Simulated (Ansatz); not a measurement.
**A hypothetical structure for Mn2InAg4Sn**

Starting from a made-up structure for Mn2InAg4Sn, the aim is the relaxed cell, its shortest contacts and, where a second run follows, its electronic structure.

Program: Ansatz 0.2.0. Level of theory: DFT, PBEsol, plane-wave PAW, files of the set soft_1, scalar-relativistic, ferromagnetic start, cell and ions relaxed at zero pressure; PAW set soft_1, in the first sound run; inputs show where later runs differ. Results are calculated unless marked as measured.

### Step 1. Starting point

The structure is orthorhombic, space group Pmm2 (No. 25). Conventional cell: a = 3.637 Å, b = 4.019 Å, c = 10.377 Å, α = 90.00°, β = 90.00°, γ = 90.00°. Nearest to Sn lie 5 Ag at 2.70 to 2.77 Å. Nearest to In lie 7 Ag at 2.75 to 3.01 Å. Nearest to Ag lie 5 Mn at 2.71 to 2.75 Å and 2 Ag at 2.80 Å and 2 In at 3.01 Å. Ag has 4 Sn at 2.77 Å and 2 Ag at 2.80 Å and 1 In at 2.82 Å and 2 Mn at 3.05 Å nearest. Nearest to Ag lie 5 Mn at 2.76 Å and 2 Ag at 2.80 Å. Ag has 1 Sn at 2.70 Å and 4 In at 2.75 Å and 2 Ag at 2.80 Å and 2 Mn at 3.02 Å nearest. Farther neighbours are not listed.

### Step 2. Relaxing cell and atoms

The guessed cell has no reason to be at equilibrium. It is relaxed with the atoms, within the space group of the guess.

input.yaml reads:

```yaml
crystal:
  lattice:
    - [3.637, 0.0, 0.0]
    - [0.0, 4.019, 0.0]
    - [0.0, 0.0, 10.377]
  atoms:
    - { symbol: Sn, position: [0.5, 0.5, 0.3543] }
    - { symbol: In, position: [0.0, 0.0, 0.1371] }
    - { symbol: Ag, position: [0.5, 0.0, 0.906] }
    - { symbol: Ag, position: [0.0, 0.0, 0.4085] }
    - { symbol: Ag, position: [0.0, 0.5, 0.5961] }
    - { symbol: Ag, position: [0.5, 0.5, 0.0941] }
    - { symbol: Mn, position: [0.5, 0.0, 0.6444], spin: 4.0 }
    - { symbol: Mn, position: [0.0, 0.5, 0.8616], spin: 4.0 }
magnetization:
  spin_polarized: true
kpoints:
  mp_grid: { grid: [7, 7, 3] }
scf:
  occupations: { method: fermi_dirac, width: 0.05 }
hamiltonian:
  xc: pbesol
  pseudopotentials: { kind: paw, azcp: { folder: soft_1 }, xc_functional: pbe }
relax:
  f_tol: 0.015
  max_steps: 70
  cell: {}
output:
  forces: true
  stress: true
```

Started as:

```console
> ansatz run input.yaml --threads 4 --pin off --max-ram 10240MiB --backend cpu --events-out ev --progress --plain --runs-dir out
```

Numbers of over 12 decimals in the logs are rounded to 6 here.

What it wrote:

```text
Engine: ansatz 0.2.0, aarch64-unknown-linux-gnu
Pseudopotentials: kind: paw
Pseudopotential: Sn, paw, valence charge 14, recommended cutoff 420 eV (normal), soft_1/Sn.paw.azcp
Pseudopotential: In, paw, valence charge 13, recommended cutoff 420 eV (normal), soft_1/In.paw.azcp
Pseudopotential: Ag, paw, valence charge 19, recommended cutoff 420 eV (normal), soft_1/Ag.paw.azcp
Pseudopotential: Mn, paw, valence charge 15, recommended cutoff 420 eV (normal), soft_1/Mn.paw.azcp
Functional definition: PBEsol
  exchange = pbesol_x
  correlation = pbesol_c
Crystal: 8 atoms, lattice volume = 151.682 Å³
Basis set: ecut = 420 eV, 2935 PW (Γ), exchange–correlation on 50×54×144 points (8 copies of the dense FFT grid, shifted against one another)
Bands: 85, of which v1, the nominal top of the filled ones, is band 67 counted from 1 (66 counted from 0)
Symmetry: 4 space group operations
Space group: Pmm2 (ITA 25), of the structure as read, at distance tolerance 5.3e-5 Å
Magnetic group: BNS 25.57 (UNI 155), of the structure as read, at distance tolerance 5.3e-5 Å
k-points: 32 of 147 (time reversal used)
Non-local potential: Sn, projectors of the file, l = 0: 2, l = 1: 2, l = 2: 2, l = 3: 1
Non-local potential: In, projectors of the file, l = 0: 2, l = 1: 2, l = 2: 2, l = 3: 1
Non-local potential: Ag, projectors of the file, l = 0: 3, l = 1: 2, l = 2: 2, l = 3: 1
Non-local potential: Mn, projectors of the file, l = 0: 3, l = 1: 2, l = 2: 3, l = 3: 1
PAW form: soft (Blöchl's): semilocal exchange-correlation on the pseudo side does not see the compensation charge
PAW frozen core: Sn, regenerated for the run's functional, and the local potential with it (the file was generated under x = pbe(κ = 0.804, μ = 0.219515), c = pbe(β = 0.066725))
PAW frozen core: In, regenerated for the run's functional, and the local potential with it (the file was generated under x = pbe(κ = 0.804, μ = 0.219515), c = pbe(β = 0.066725))
PAW frozen core: Ag, regenerated for the run's functional, and the local potential with it (the file was generated under x = pbe(κ = 0.804, μ = 0.219515), c = pbe(β = 0.066725))
PAW frozen core: Mn, regenerated for the run's functional, and the local potential with it (the file was generated under x = pbe(κ = 0.804, μ = 0.219515), c = pbe(β = 0.066725))
PAW one-centre angular grid: Sn, 590 points (default); XC on 64 Gauss nodes
PAW one-centre angular grid: In, 590 points (default); XC on 64 Gauss nodes
PAW one-centre angular grid: Ag, 590 points (default); XC on 64 Gauss nodes
PAW one-centre angular grid: Mn, 590 points (default); XC on 64 Gauss nodes
Initial density: superposition of atomic densities (chi_scale 0.1, normalization cell)
Starting moments: Σ|m| = 8 μB on 2 of 8 sites
Initial wavefunctions: pseudopotential atomic-orbital guess
Functional: x = pbesol(κ = 0.804, μ = 0.123457), c = pbesol(β = 0.046)
SCF iter   1: F=—  HF=-49300.954596 eV  |F-HF|=—  |Δ(HF+E_count)|=         —  Δρ=4.61e-2 (↑4.47e-2 ↓4.61e-2)  dr2=1.47e1  dr2_m=2.28e-1  M=8.289 μB ∫|m|=8.598 μB  β_m=0.30  ethr=3.10e-3  ⟨swp⟩=6.0  Hψ=19124  notcnv=0  defer=18
Mixer restart at iter 1: flushing history
preconditioner: auto → Kerker (q_TF=auto, 2.669 Å⁻¹)  [metal: Δε(μ)=0.004 eV  Ē_g=11.180 eV  σ=0.050 eV  W_gap=0.02  n_scr=56 (ndim 8)  ℏωp=27.8 eV  f_vac=0.000  D(μ)=3.79/eV (n_scr^D=26)]
spin=Collinear: Kerker preconditioning applied to the charge; magnetization (m = ρ↑ − ρ↓) channel mixes plain (no charge-response kernel on spin).
SCF iter   2: F=—  HF=-49299.503736 eV  |F-HF|=—  |Δ(HF+E_count)|=    1.45e0  Δρ=2.26e-2 (↑2.26e-2 ↓2.24e-2)  dr2=4.04e0  dr2_m=1.09e-1  M=8.276 μB ∫|m|=8.638 μB  β_m=0.44  ethr=3.10e-3  ⟨swp⟩=2.0  Hψ=8598  notcnv=0  defer=524
SCF iter   3: F=—  HF=-49299.152810 eV  |F-HF|=—  |Δ(HF+E_count)|=   3.51e-1  Δρ=9.43e-3 (↑9.43e-3 ↓6.83e-3)  dr2=6.39e-1  dr2_m=2.45e-2  M=8.290 μB ∫|m|=8.732 μB  β_m=0.68  ethr=3.03e-3  ⟨swp⟩=2.1  Hψ=7759  notcnv=0  defer=521
SCF iter   4: F=—  HF=-49299.117561 eV  |F-HF|=—  |Δ(HF+E_count)|=   3.52e-2  Δρ=5.36e-3 (↑5.36e-3 ↓4.22e-3)  dr2=1.01e-1  dr2_m=1.21e-3  M=8.370 μB ∫|m|=8.857 μB  β_m=0.59  ethr=4.81e-4  ⟨swp⟩=2.3  Hψ=7599  notcnv=0  defer=518
SCF iter   5: F=—  HF=-49299.128244 eV  |F-HF|=—  |Δ(HF+E_count)|=         —  Δρ=2.56e-3 (↑1.27e-3 ↓2.56e-3)  dr2=1.86e-2  dr2_m=2.71e-3  M=8.406 μB ∫|m|=8.898 μB  β_m=0.59  ethr=7.57e-5  ⟨swp⟩=2.0  Hψ=9307  notcnv=0  defer=526
SCF iter   6: F=—  HF=-49299.134828 eV  |F-HF|=—  |Δ(HF+E_count)|=   6.58e-3  Δρ=1.83e-3 (↑4.92e-4 ↓1.83e-3)  dr2=5.71e-3  dr2_m=1.40e-3  M=8.425 μB ∫|m|=8.919 μB  β_m=0.75  ethr=1.40e-5  ⟨swp⟩=2.0  Hψ=6353  notcnv=0  defer=526
SCF iter   7: F=—  HF=-49299.137242 eV  |F-HF|=—  |Δ(HF+E_count)|=   2.41e-3  Δρ=3.11e-4 (↑3.11e-4 ↓2.97e-4)  dr2=9.73e-4  dr2_m=7.10e-7  M=8.441 μB ∫|m|=8.938 μB  β_m=0.76  ethr=4.29e-6  ⟨swp⟩=2.1  Hψ=7342  notcnv=0  defer=526
SCF iter   8: F=—  HF=-49299.137228 eV  |F-HF|=—  |Δ(HF+E_count)|=   1.43e-5  Δρ=1.15e-4 (↑1.15e-4 ↓1.15e-4)  dr2=7.10e-5  dr2_m=3.24e-7  M=8.436 μB ∫|m|=8.933 μB  β_m=0.88  ethr=7.32e-7  ⟨swp⟩=2.0  Hψ=9169  notcnv=0  defer=526
SCF iter   9: F=—  HF=-49299.137241 eV  |F-HF|=—  |Δ(HF+E_count)|=   1.32e-5  Δρ=7.47e-5 (↑7.47e-5 ↓6.68e-5)  dr2=4.04e-5  dr2_m=1.02e-7  M=8.436 μB ∫|m|=8.932 μB  β_m=0.82  ethr=5.34e-8  ⟨swp⟩=2.0  Hψ=9282  notcnv=0  defer=526
SCF iter  10: F=—  HF=-49299.137237 eV  |F-HF|=—  |Δ(HF+E_count)|=   3.72e-6  Δρ=2.82e-5 (↑2.82e-5 ↓2.64e-5)  dr2=6.11e-6  dr2_m=1.31e-7  M=8.436 μB ∫|m|=8.932 μB  β_m=0.88  ethr=3.04e-8  ⟨swp⟩=2.0  Hψ=8457  notcnv=0  defer=526
SCF iter  11: F=—  HF=-49312.069135 eV  |F-HF|=—  |Δ(HF+E_count)|=         —  Δρ=2.40e-1 (↑2.40e-1 ↓2.29e-1)  dr2=2.05e-1  dr2_m=7.67e1  M=0.538 μB ∫|m|=8.342 μB  β_m=1.00  ethr=4.60e-9  ⟨swp⟩=2.0  Hψ=8531  notcnv=0  defer=526
Mixer restart at iter 11: flushing history
SCF iter  12: F=—  HF=-49299.374381 eV  |F-HF|=—  |Δ(HF+E_count)|=    1.27e1  Δρ=3.23e-2 (↑2.89e-3 ↓3.23e-2)  dr2=1.24e0  dr2_m=3.98e-1  M=0.274 μB ∫|m|=8.797 μB  β_m=0.88  ethr=3.76e-5  ⟨swp⟩=3.6  Hψ=12766  notcnv=0  defer=526
SCF iter  13: F=—  HF=-49299.323459 eV  |F-HF|=—  |Δ(HF+E_count)|=   5.09e-2  Δρ=2.10e-2 (↑1.53e-2 ↓2.10e-2)  dr2=1.56e0  dr2_m=1.92e-2  M=0.070 μB ∫|m|=8.877 μB  β_m=0.69  ethr=3.76e-5  ⟨swp⟩=3.5  Hψ=15698  notcnv=0  defer=518
SCF iter  14: F=—  HF=-49299.043970 eV  |F-HF|=—  |Δ(HF+E_count)|=   2.79e-1  Δρ=5.83e-3 (↑5.14e-3 ↓5.83e-3)  dr2=1.27e-2  dr2_m=4.12e-2  M=0.066 μB ∫|m|=8.924 μB  β_m=0.84  ethr=3.76e-5  ⟨swp⟩=3.2  Hψ=15382  notcnv=0  defer=533
[...]
preconditioner: auto → Kerker (q_TF=auto, 2.435 Å⁻¹)  [metal: Δε(μ)=0.003 eV  Ē_g=11.966 eV  σ=0.050 eV  W_gap=0.01  n_scr=32 (ndim 8)  ℏωp=28.2 eV  f_vac=0.000  D(μ)=4.31/eV (n_scr^D=26)]
spin=Collinear: Kerker preconditioning applied to the charge; magnetization (m = ρ↑ − ρ↓) channel mixes plain (no charge-response kernel on spin).
SCF iter   2: F=—  HF=-49299.850378 eV  |F-HF|=—  |Δ(HF+E_count)|=   1.04e-5  Δρ=4.19e-6 (↑4.19e-6 ↓4.13e-6)  dr2=8.16e-9  dr2_m=1.06e-9  M=8.397 μB ∫|m|=8.793 μB  β_m=0.65  ethr=1.95e-11  ⟨swp⟩=3.0  Hψ=10983  notcnv=0
SCF iter   3: F=—  HF=-49312.447417 eV  |F-HF|=—  |Δ(HF+E_count)|=         —  Δρ=2.40e-1 (↑2.40e-1 ↓2.29e-1)  dr2=1.92e-1  dr2_m=7.44e1  M=0.437 μB ∫|m|=8.179 μB  β_m=1.00  ethr=6.14e-12  ⟨swp⟩=2.0  Hψ=8419  notcnv=0
Mixer restart at iter 3: flushing history
SCF iter   4: F=—  HF=-49300.170138 eV  |F-HF|=—  |Δ(HF+E_count)|=    1.23e1  Δρ=3.30e-2 (↑1.01e-2 ↓3.30e-2)  dr2=5.56e-1  dr2_m=6.09e-1  M=-0.022 μB ∫|m|=8.757 μB  β_m=0.65  ethr=3.76e-5  ⟨swp⟩=4.2  Hψ=14961  notcnv=0  defer=72
SCF iter   5: F=—  HF=-49299.850070 eV  |F-HF|=—  |Δ(HF+E_count)|=   3.20e-1  Δρ=5.01e-3 (↑5.01e-3 ↓3.48e-3)  dr2=4.85e-2  dr2_m=3.08e-3  M=0.074 μB ∫|m|=8.688 μB  β_m=0.62  ethr=3.76e-5  ⟨swp⟩=3.0  Hψ=15440  notcnv=0  defer=522
SCF iter   6: F=—  HF=-49299.826520 eV  |F-HF|=—  |Δ(HF+E_count)|=   2.35e-2  Δρ=4.42e-3 (↑2.65e-3 ↓4.42e-3)  dr2=7.15e-3  dr2_m=1.66e-2  M=0.019 μB ∫|m|=8.750 μB  β_m=0.75  ethr=3.65e-5  ⟨swp⟩=2.1  Hψ=10591  notcnv=0  defer=520
SCF iter   7: F=—  HF=-49299.825383 eV  |F-HF|=—  |Δ(HF+E_count)|=   1.14e-3  Δρ=1.51e-3 (↑1.51e-3 ↓1.43e-3)  dr2=3.19e-3  dr2_m=2.85e-3  M=0.005 μB ∫|m|=8.765 μB  β_m=0.88  ethr=5.38e-6  ⟨swp⟩=2.0  Hψ=7966  notcnv=0  defer=521
SCF iter   8: F=—  HF=-49299.826963 eV  |F-HF|=—  |Δ(HF+E_count)|=   1.58e-3  Δρ=6.63e-4 (↑6.63e-4 ↓6.14e-4)  dr2=1.54e-3  dr2_m=4.74e-4  M=-0.022 μB ∫|m|=8.785 μB  β_m=0.94  ethr=2.40e-6  ⟨swp⟩=1.8  Hψ=7007  notcnv=0  defer=520
SCF iter   9: F=—  HF=-49299.826866 eV  |F-HF|=—  |Δ(HF+E_count)|=         —  Δρ=4.81e-4 (↑4.81e-4 ↓2.14e-4)  dr2=5.63e-4  dr2_m=6.94e-5  M=-0.030 μB ∫|m|=8.784 μB  ethr=1.16e-6  ⟨swp⟩=2.0  Hψ=9623  notcnv=0  defer=520
Mixer restart at iter 9: flushing history
SCF iter  10: F=—  HF=-49299.850378 eV  |F-HF|=—  |Δ(HF+E_count)|=         —  Δρ=1.57e-6 (↑4.86e-7 ↓1.57e-6)  dr2=1.40e-8  dr2_m=1.05e-9  M=8.398 μB ∫|m|=8.793 μB  β_m=0.94  ethr=6.14e-12  ⟨swp⟩=3.0  Hψ=13806  notcnv=0
SCF iter  11: F=—  HF=-49299.850378 eV  |F-HF|=—  |Δ(HF+E_count)|=   2.08e-9  Δρ=9.36e-7 (↑9.36e-7 ↓3.47e-7)  dr2=1.79e-9  dr2_m=1.96e-10  M=8.398 μB ∫|m|=8.793 μB  β_m=0.96  ethr=6.14e-12  ⟨swp⟩=2.1  Hψ=8926  notcnv=0
SCF iter  12: F=—  HF=-49299.850378 eV  |F-HF|=—  |Δ(HF+E_count)|=   1.49e-8  Δρ=7.98e-7 (↑7.98e-7 ↓3.05e-7)  dr2=4.26e-10  dr2_m=3.32e-10  M=8.398 μB ∫|m|=8.793 μB  β_m=0.74  ethr=1.34e-12  ⟨swp⟩=2.0  Hψ=9485  notcnv=0
SCF iter  13: F=—  HF=-49299.850378 eV  |F-HF|=—  |Δ(HF+E_count)|=  5.75e-10  Δρ=2.38e-7 (↑4.90e-8 ↓2.38e-7)  dr2=9.15e-11  dr2_m=1.84e-11  M=8.398 μB ∫|m|=8.793 μB  β_m=0.87  ethr=1.00e-12  ⟨swp⟩=2.0  Hψ=9396  notcnv=0
SCF iter  14: F=—  HF=-49299.850378 eV  |F-HF|=—  |Δ(HF+E_count)|=  3.27e-10  Δρ=1.71e-7 (↑4.29e-8 ↓1.71e-7)  dr2=1.30e-10  dr2_m=8.61e-12  M=8.398 μB ∫|m|=8.793 μB  β_m=0.86  ethr=1.00e-12  ⟨swp⟩=1.4  Hψ=5565  notcnv=0
SCF iter  15: F=—  HF=-49299.850378 eV  |F-HF|=—  |Δ(HF+E_count)|=  5.82e-11  Δρ=1.04e-7 (↑2.83e-8 ↓1.04e-7)  dr2=6.14e-11  dr2_m=2.19e-12  M=8.398 μB ∫|m|=8.793 μB  β_m=0.93  ethr=1.00e-12  ⟨swp⟩=1.0  Hψ=5440  notcnv=0
SCF iter  16: F=—  HF=-49299.850378 eV  |F-HF|=—  |Δ(HF+E_count)|=  2.91e-11  Δρ=3.14e-8 (↑1.18e-8 ↓3.14e-8)  dr2=7.02e-12  dr2_m=1.82e-13  M=8.398 μB ∫|m|=8.793 μB  β_m=0.97  ethr=1.00e-12  ⟨swp⟩=1.0  Hψ=5440  notcnv=0
SCF iter  17: F=-49299.850378 eV  HF=-49299.850378 eV  |F-HF|=2.91e-11  |Δ(HF+E_count)|=  1.46e-11  Δρ=6.08e-8 (↑2.63e-8 ↓6.08e-8)  dr2=2.42e-11  dr2_m=4.74e-13  M=8.398 μB ∫|m|=8.793 μB  ethr=1.00e-12  ⟨swp⟩=2.0  Hψ=14464  notcnv=0
SCF 13 converged in 17 iterations: F = -49299.850378 eV  dr2 = 2.42e-11
relax step  13: F+E_penalty+E_count = -49299.85037834 eV  Δ(F+E_penalty+E_count) = -6.096e-5 eV  max|allowed force component| = 4.618e-3 eV/Å  Δτ_max = 0.0000 Å  P = +0.010 GPa  Ω = 147.766 Å³  stress off target by 3.71e-2 GPa  SCF on the basis re-selected at this cell (its energy is not comparable with the rows above)  (17 SCF iters)
basis re-selected at this cell: Δ(F+E_penalty+E_count) = -6.096e-5 eV, ΔP = -0.001 GPa vs the last step (what re-selecting the basis moved, of the pressure what is left beyond the Pulay correction that the steps carried, after the strain that the cell walked since its last selection, with what the two solves' SCF thresholds leave and, on support functions, any second-order correction that the steps lacked; it is no m [...]
SCF converged after 17 iterations
Magnetization: 8.3975 μB (70.6988 up, 62.3012 down)
Absolute magnetization: 8.8009 μB (∫|ρ↑−ρ↓|, with the PAW one-centre terms)
Spin contamination: 0.3797 ħ² per cell (⟨S²⟩ above its minimum at these occupations)
Per-site moments (μB) at R_I (Å): [(0.00710314, 1.194407), (0.00550435, 1.187600), (0.071414, 1.074709), (0.00901214, 1.151647), (0.068427, 1.072740), (0.014448, 1.149285), (3.896357, 1.074709), (3.901642, 1.072740)]
Free energy (F): -49299.850378 eV
Harris-Foulkes:  -49299.850378 eV  (|F-HF|=2.91e-11)
Internal energy: -49299.815878 eV  (E = F + TS)
E sigma→0 (E₀):  -49299.833128 eV
Entropy (-TS):   -0.034500 eV (-4.313 meV/atom)
Fermi energy:    14.835029 eV
--- Per-component energies (eV) ---
  E_band       = -1638.745861
  E_kinetic    = 2883.053241
  E_local      = -16251.532350  (includes V_loc(G=0)·N_el)
  E_nonlocal   = 1542.426258
  E_hartree    = 7368.206073
  E_xc         = -1113.682679
  E_vxc        = -1249.460007  (∫ρ·V_xc dr)
  E_paw        = -26582.290294  (= ΣΔE_a)
  E_vpaw       = -3299.646958  (= ΣTr[D̂ρ^β])
  E_aug_tail   = 0.002092  (compensation charges beyond the density's cutoff)
  E_ewald      = -17148.149224
  E_core_change = 2.151005  (= ΣΔE_core)
  E_smearing   = -0.034500  (= −TS)
  E_closure    = 0.000000  (closes the sum)
  Σ components = -49299.850378   (vs F -49299.850378, Δ=0.00e0)
--- Forces (eV/Å), atoms counted from 1 ---
  atom   1  Sn     0.00000000     0.00000000     0.00043867
  atom   2  In     0.00000000     0.00000000    -0.00283675
  atom   3  Ag     0.00000000     0.00000000     0.00097495
  atom   4  Ag     0.00000000     0.00000000    -0.00209224
  atom   5  Ag     0.00000000     0.00000000    -0.00005999
  atom   6  Ag     0.00000000     0.00000000     0.00461755
  atom   7  Mn     0.00000000     0.00000000     0.00038586
  atom   8  Mn     0.00000000     0.00000000    -0.00142799
  max |Σ_I F_I| component: 7.67e-8 eV/Å
--- Stress (GPa, compression-positive) ---
       -0.001363       0.000000       0.000000
        0.000000       0.037109       0.000000
        0.000000       0.000000      -0.004600
  P = ⅓ Tr σ = 0.0104 GPa (0.104 kbar)
--- Relaxed structure (11 steps of the walk, 10 accepted, 2 SCFs on fresh bases) ---
  F+E_penalty+E_count = -49299.85037834 eV   max|allowed force component| = 4.618e-3 eV/Å   (the final SCF, on the basis selected at the relaxed cell)
  cell:  # Å, volume = 147.7660 Å³
    - [3.112928, 0.0, 0.0]
    - [0.0, 4.465734, 0.0]
    - [0.0, 0.0, 10.629495]
  atoms:
    - { symbol: Sn, position: [0.5, 0.5, 0.343983] }
    - { symbol: In, position: [0.0, 0.0, 0.152714] }
    - { symbol: Ag, position: [0.5, 0.0, 0.907662] }
    - { symbol: Ag, position: [0.0, 0.0, 0.436917] }
    - { symbol: Ag, position: [0.0, 0.5, 0.594588] }
    - { symbol: Ag, position: [0.5, 0.5, 0.064434] }
    - { symbol: Mn, position: [0.5, 0.0, 0.662556] }
    - { symbol: Mn, position: [0.0, 0.5, 0.839245] }
```

Wall time 7.8 min (4 threads of Arm Neoverse V1, shared host); peak memory 1.2 GiB.

Relaxation path:

```tsv
step	energy less that of the first step (eV)	largest force component (eV/Å)	pressure (GPa)	volume (Å³)
1	0.0000	0.8772	1.11	151.68
2	-0.2642	0.3196	-0.59	153.33
3	-0.4637	0.2932	0.25	149.86
4	-0.6580	0.1082	0.45	147.85
5	-0.6864	0.1520	1.20	145.20
6	-0.6650	0.1232	-2.09	151.42
7	-0.7042	0.0148	0.17	147.28
8	-0.7050	0.0080	-0.15	147.90
9	-0.7055	0.0057	-0.06	147.89
10	-0.7056	0.0025	0.00	147.77
11*	-0.7127	0.0032	0.06	147.77
12	-0.7131	0.0047	0.01	147.77
13*	-0.7131	0.0046	0.01	147.77
```

Relaxation steps marked * repeat the geometry before them on a plane-wave basis chosen anew for their cell, so energy and pressure can jump there. Relaxation step 6 was tried and not accepted.

The run keeps the 4 symmetry operations that it works with, so distortions that break them were not tested.

```tsv
cell as run	before	after	change
a (Å)	3.637	3.113	-14.4 %
b (Å)	4.019	4.466	+11.1 %
c (Å)	10.377	10.629	+2.4 %
volume (Å³/atom)	18.96	18.47	-2.6 %
```

The atoms that moved most (Å, as changes of fractional coordinates times the final cell):

```tsv
atom	dx	dy	dz	length
Ag6	0.000	0.000	-0.315	0.315
Ag4	0.000	0.000	0.302	0.302
Mn8	0.000	0.000	-0.238	0.238
Mn7	0.000	0.000	0.193	0.193
In2	0.000	0.000	0.166	0.166
Sn1	0.000	0.000	-0.110	0.110
Ag3	0.000	0.000	0.018	0.018
Ag5	0.000	0.000	-0.016	0.016
```

The relaxed structure:

```cif
data_structure
_symmetry_space_group_name_H-M 'P 1'
_symmetry_Int_Tables_number 1
_cell_length_a 3.1129
_cell_length_b 4.4657
_cell_length_c 10.6295
_cell_angle_alpha 90.000
_cell_angle_beta 90.000
_cell_angle_gamma 90.000
_cell_volume 147.77
loop_
_atom_site_label
_atom_site_type_symbol
_atom_site_fract_x
_atom_site_fract_y
_atom_site_fract_z
_atom_site_occupancy
Sn1 Sn 0.50000 0.50000 0.34398 1
In2 In 0.00000 0.00000 0.15271 1
Ag3 Ag 0.50000 0.00000 0.90766 1
Ag4 Ag 0.00000 0.00000 0.43692 1
Ag5 Ag 0.00000 0.50000 0.59459 1
Ag6 Ag 0.50000 0.50000 0.06443 1
Mn7 Mn 0.50000 0.00000 0.66256 1
Mn8 Mn 0.00000 0.50000 0.83925 1
```

Numbers from this step:

* free energy: -49299.8504 eV
* energy at zero smearing: -49299.8331 eV
* smearing term TS: 0.03450 eV
* Fermi energy: 14.84 eV
* magnetization: 8.398 μB
* absolute magnetization: 8.801 μB
* site moments: 0.007103, 0.005504, 0.07141, 0.009012, 0.06843, 0.01445, 3.896, 3.902 μB
* electrons: 133
* symmetry operations: 4
* pressure: 0.01038 GPa

Site moment by atom:

```tsv
atom	site moment (μB)
Sn1	0.01
In2	0.01
Ag3	0.07
Ag4	0.01
Ag5	0.07
Ag6	0.01
Mn7	3.90
Mn8	3.90
```

The shortest distance of each pair, which need not be the same contact before and after:

```tsv
pair	guess (Å)	relaxed (Å)
Ag–Mn	2.715	2.601
Ag–Ag	2.798	2.786
Ag–In	2.747	2.879
Ag–Sn	2.700	2.896
Sn–Sn	3.637	3.113
```

The relaxation ends with a largest force component of 0.0046 eV/Å and a pressure of 0.01 GPa.

(Part 1 of 2 ends here.)

[Logs are printed without paths, hosts, clocks, repeated set-up lines and the standing remarks that a program may print on its own settings, such as how far it seeks lower states.]

[Hosts, paths, dates, database ids (printed as entryN), source tags and the programs' standing remarks are cut or masked in the printed files.]
